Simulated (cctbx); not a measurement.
# HoCo4N4: solution and refinement

Cell a = 5.0870 Å, b = 5.0870 Å, c = 7.2880 Å, α = 90.00°, β = 90.00°, γ = 90.00°; space group P4_2/nmc (no. 137, origin choice 1); content Ho2 Co8 N8.

Simulated single-crystal data (cctbx): Cu Kα, λ = 1.54184 Å, to d = 0.83 Å, 50 % of the full sphere, strongest reflection 20000 counts, noise from counting, a 2 % proportional error and a noise floor of 4 counts (s.d.); no absorption.

1 earlier start (other random phases, and plain and normalised amplitudes in turn) led nowhere (symmetry correlation 0.91).

Charge flipping in P1 on plain amplitudes to 0.9 Å, δ = 1.2 σ, 10 % of the reflections treated as weak, 600 cycles:

```text
cycle      R  skewness
    0  0.572     0.33
   50  0.440     2.03
  100  0.435     2.00
  150  0.431     2.00
  200  0.443     1.89
  250  0.417     1.88
  300  0.415     2.00
  350  0.419     1.94
  400  0.417     1.99
  450  0.397     1.92
  500  0.418     1.89
  550  0.441     1.96
origin shift          correlation  skewness
 0.490  0.965  0.455      0.900      2.54
 0.185  0.963  0.105      0.914      2.90
-0.010  0.465  0.455      0.900      2.54
-0.004  0.445  0.082      0.874      2.82
taken: symmetry correlation 0.914, skewness 2.90
peak      x       y       z  mult  height/sigma
Q1    0.0000  0.0000  0.0000    2     11.4
Q2    0.0000  0.2550  0.6473    8      6.1
Q3    0.0000  0.0000  0.3069    4      3.7
Q4    0.0000  0.2811  0.3237    8      2.5
Q5    0.0000  0.5000  0.2557    4      1.5
Q6    0.2500  0.2500  0.2500    8      1.2
Q7    0.1020  0.3212  0.4939   16      1.1
Q8    0.1026  0.2429  0.0791   16      1.0
```

The origin is taken among those within 0.04 of the best correlation, by the skewness of the map.

It took 0.64 s on 1 thread of Arm Neoverse N1 (shared host), peak memory 0.07 GiB.

Q: Assign the peaks.

Heights go roughly as Z and multiplicities must add up to the content. First model: Q1 = Ho1 (2 in the cell, height 11.4), Q2 = Co1 (8 in the cell, height 6.1) and Q4 = N1 (8 in the cell, height 2.5). Against the true structure, Q1 is Ho, Q2 is Co and Q4 is N; the other peaks are not atoms.

Least squares on F², isotropic:

```text
Rint 0.019, 109 unique reflections to 0.83 A
cycle     R1     wR2    GooF  max shift (A)
   1  0.3467  0.6768  45.383   0.32564
   3  0.0068  0.0148   0.991   0.00000
final R1 0.0068 wR2 0.0148 GooF 0.991  parameters 7  data/parameter 15.6
atom        x        y        z      Ueq    occ   su(xyz)  su(Uiso or U11)
Ho1    0.00000  0.00000  0.00000   0.0040  1.000  0.00000  0.0001
Co1    0.00000  0.25715  0.62739   0.0057  1.000  0.00006  0.0001
N1     0.00000  0.32343  0.35718   0.0092  1.000  0.00038  0.0004
difference map: max 0.24 min -0.32 rms 0.07
Q1    0.0000  0.4185  0.2860    8    0.26  0.71 A from N1
Q2    0.0000  0.1035  0.1428    8    0.22  1.17 A from Ho1
Q3    0.2217  0.2217  0.5000    8    0.22  1.47 A from Co1
Q4    0.0000  0.1916  0.9837    8    0.20  0.98 A from Ho1
Q5    0.0000  0.3250  0.9323    8    0.20  1.38 A from N1
```

Anisotropic refinement:

```text
Rint 0.019, 109 unique reflections to 0.83 A
cycle     R1     wR2    GooF  max shift (A)
   1  0.0068  0.0148   1.027   0.00045
   2  0.0066  0.0142   0.987   0.00000
final R1 0.0066 wR2 0.0142 GooF 0.987  parameters 14  data/parameter 7.8
atom        x        y        z      Ueq    occ   su(xyz)  su(Uiso or U11)
Ho1    0.00000  0.00000  0.00000   0.0040  1.000  0.00000  0.0001
Co1    0.00000  0.25715  0.62739   0.0057  1.000  0.00006  0.0002
N1     0.00000  0.32341  0.35724   0.0093  1.000  0.00038  0.0008
difference map: max 0.21 min -0.28 rms 0.07
Q1    0.2199  0.2199  0.5000    8    0.21  1.47 A from Co1
Q2    0.0000  0.2026  0.9817    8    0.21  1.04 A from Ho1
Q3    0.0000  0.4313  0.2802    8    0.20  0.79 A from N1
Q4    0.0000  0.1140  0.1402    8    0.20  1.17 A from Ho1
Q5    0.0000  0.3276  0.9312    8    0.20  1.37 A from N1
Q6    0.0000  0.1995  0.7356    8    0.17  0.84 A from Co1
```

**Reading.** The refinement ends at R1 = 0.0066, wR2 = 0.0142, GooF = 0.99, with difference density between -0.28 and 0.21 e/Å³. Every site matches the true model in element, within 0.001 Å r.m.s., up to an allowed shift of origin.

True model:

```
atom  mult.       x    y       z  Ueq (Å²)
 Ho1      2     1/2  1/2     1/2    0.0042
 Co1      8  0.2429  1/2  0.8726    0.0059
  N1      8  0.8234  1/2  0.1431    0.0095
```

This is a model crystal, built by substitution and not relaxed, with assumed displacement parameters.

[Middle refinement cycles are left out of these outputs.]

[Logs are printed without paths, hosts, clocks, repeated set-up lines and the standing remarks that a program may print on its own settings, such as how far it seeks lower states.]
